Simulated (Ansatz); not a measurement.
# Where V_C-Ga_C puts its levels in the gap of C (Fd-3m), part 2 of 2

Aim: at which Fermi levels does V_C-Ga_C in C (Fd-3m) change its charge? The model is a cell of 128 host atoms with 1 site emptied and Ga put on another atom's site.

Ansatz; place-levels on PBEsol runs: charge-transition levels and formation energies with image-charge correction and potential alignment at the atomic sites; PAW set soft_1.

So far: The structure; Charge states; Placing the levels, PBEsol.

## 3. Placing the levels, PBEsol (continued)

Levels between the charges placed, in eV above the valence top:

```tsv
	gap (eV)	(+1/0)	(0/−1)	(−1/−2)
PBEsol	4.02	0.56	1.64	2.92
```

Corrections by state:

```tsv
charge	moment (μB)	image terms and alignment (eV)	band filling (eV)	ε used	over the lowest of its charge, as the program ranks them, band filling apart (eV)
+1	0.0	0.325	-	5.87	0.000
0	1.0	0.000	-	-	0.000
−1	2.0	0.347	-	5.87	0.000
−2	1.0	1.403	-	5.87	0.000
+1	2.0	0.312	-	5.87	1.106
−1	0.0	0.351	-	5.87	0.057
```

The charged structures listed were also run neutral, and place-levels reads from each pair, by the potential or the spins, how wide the charge is by which they differ; that can be the carrier of either run.

```tsv
charge	rms radius (Å)	spread where it is widest against the cell (Å)	wide from (Å)	reading
+1	2.7	1.63	1.42	wide
−1	2.5	1.55	1.42	wide
−2	2.4	1.49	1.42	wide
```

The neutral runs of these pairs need not share the spin of the lowest neutral state, and very wide values only mean spread over the cell.

From the program's caveats on the states, each cut to its opening words:

- charge +1: it parts from the run at its places by a charge that spreads by about 1.6 Å along one vector (1.4 Å or more is wide), by its potential at epsilon 5.87, taken [...]
- charge −1 (2 μB): how wide its charge is, is not read beside other atoms or cores, and a band state would take no correction
- charge −2 (1 μB), −1: it parts from the run at its places by a charge that spreads by about 1.5 Å along one vector (1.4 Å or more is wide), by its potential at epsilon 5.87, taken [...]
- charge −2 (1 μB): its moments are held at its close (magnetization.spin_locking), by a field of 0.023 eV a Bohr magneton, and its energy and levels are of the state that this [...]
- charge +1 (2 μB): it parts from the run at its places by a charge that spreads by about 1.7 Å along one vector (1.4 Å or more is wide), by its potential at epsilon 5.87, taken [...]
- charge +1 (2 μB): its moments are held at its close (magnetization.spin_locking), by a field of 0.540 eV a Bohr magneton, and its energy and levels are of the state that this [...]

Chemical potentials of the elements' reference phases, run alike. Formation energies (elemental references), with the Fermi level at the valence top and at the conduction bottom (gap 4.02 eV):

```tsv
charge	at valence top (eV)	at conduction bottom (eV)	correction included (eV)
+1	6.94	10.96	0.33
0	7.50	7.50	0.00
−1	9.15	5.13	0.35
−2	12.06	4.02	1.40
```

Fermi level (eV), lowest formation energy (eV) and a bar from the least value:
```
     0.00       6.94 #########################
     0.37       7.31 ############################
     0.73       7.50 ##############################
     1.10       7.50 ##############################
     1.46       7.50 ##############################
     1.83       7.32 ############################
     2.19       6.95 #########################
     2.56       6.59 ######################
     2.92       6.21 ###################
     3.29       5.48 #############
     3.65       4.75 ######
     4.02       4.02
```

## 4. The same at the relaxations' own k-points

The relaxations' own energies give the levels at their sampling, for comparison.

The input, levels.relax_mesh.yaml:

```yaml
host:
  run: host.relax.run
states: [qm2_M1.relax.run, qm1.relax.run, qm1_M2.relax.run, q0_M1.relax.run, qp1.relax.run, qp1_M2.relax.run]
chemical_potentials:
  C:
    energy: -246.668769
    dataset: "<sha256 of the dataset>"
  Ga:
    energy: -3743.205341
    dataset: <sha256 of the dataset>
```

Launch:

```
> ansatz place-levels levels.relax_mesh.yaml -- --threads 4 --pin off --max-ram 15073MiB
```

Output:

```text
(+1/0) 0.712 eV above the valence edge, 3.299 eV under the conduction edge
(0/-1) 1.849 eV above the valence edge, 2.161 eV under the conduction edge
(-1/-2) 3.048 eV above the valence edge, 0.963 eV under the conduction edge
formation energy of charge +1: +6.145 eV with the Fermi level at the valence edge
formation energy of charge 0: +6.857 eV with the Fermi level at the valence edge
formation energy of charge -1: +8.706 eV with the Fermi level at the valence edge
formation energy of charge -2: +11.754 eV with the Fermi level at the valence edge
  edges by pbesol, gap 4.011 eV; the host is sampled to repeats of 10.05 Å
[... the lines on each state left out ...]
```

Wall time 0.3 s (4 threads of Arm Neoverse V2, shared host).

Levels between neighbouring charges, in eV above the valence top:

```tsv
	gap (eV)	(+1/0)	(0/−1)	(−1/−2)
one point at (¼, ¼, ¼)	4.01	0.71	1.85	3.05
a 2×2×2 shifted mesh	4.02	0.56	1.64	2.92
```

Going from one point at (¼, ¼, ¼) to a 2×2×2 shifted mesh moves the levels that carry no band-filling term by up to 0.20 eV and formation energies against the elements by up to 0.80 eV.

## 5. Outcome

| Item | Value |
| --- | --- |
| gap of the host | 4.02 eV (PBEsol) |
| level (plus 1/0) | 0.56 eV above the valence top |
| level (0/minus 1) | 1.64 eV above the valence top |
| level (minus 1/minus 2) | 2.92 eV above the valence top |
| lowest of the charges placed, just above the valence top (0.02 eV) | +1 |
| lowest of the charges placed, just below the conduction bottom (0.02 eV) | −2 |
| lowest formation energy at mid-gap of the charges run, elemental references | 7.14 eV |

In words: Of the charges placed (−2, −1, 0 and +1), the lowest changes at 0.56 eV (+1/0), 1.64 eV (0/−1) and 2.92 eV (−1/−2) above the valence top, in a gap of 4.02 eV. Charges above +1 and below −2 were not placed, so these runs say nothing of levels that involve them. States placed: +1 at 0 μB and 2 μB; 0 at 1 μB; −1 at 2 μB and 0 μB; −2 at 1 μB. Other spin states or structures, where not listed, weren't placed. Ga is taken at its element; compounds, which aren't counted here, bound the chemical potentials and would shift these formation energies. Going from one point at (¼, ¼, ¼) to a 2×2×2 shifted mesh moves the levels that carry no band-filling term by up to 0.20 eV and formation energies against the elements by up to 0.80 eV. Limits: PBEsol makes the gap too small and tends to spread out bound carriers; force components of up to 0.54 eV/Å remain in a run at the final settings.

Computed beside measured:

```
                             quantity  measured           PBEsol
band gap (least gap of the host) (eV)      5.47  4.02 (-1.45 eV)
```

Measured values from pmc:11600692 (2024).

How well it matches: The band gap is off by -1.45 eV: a clear miss. Local and semilocal functionals usually give gaps below the measured ones. Zero-point and thermal motion shift the measured gap.

[Logs are printed without paths, hosts, clocks, repeated set-up lines and the standing remarks that a program may print on its own settings, such as how far it seeks lower states.]

[Hosts, paths, dates, database ids (printed as entryN), source tags and the programs' standing remarks are cut or masked in the printed files.]

[Where a table of states has a column of steps, it counts the stored structures, which are thinned; the runs took as many ionic steps or more.]

[A defect's name tells the site on which it was built; relaxed atoms can leave that site.]

[For some hosts the program warned that the k-mesh of the response run may be too coarse for force constants and the static dielectric constant; such warnings are not shown here.]
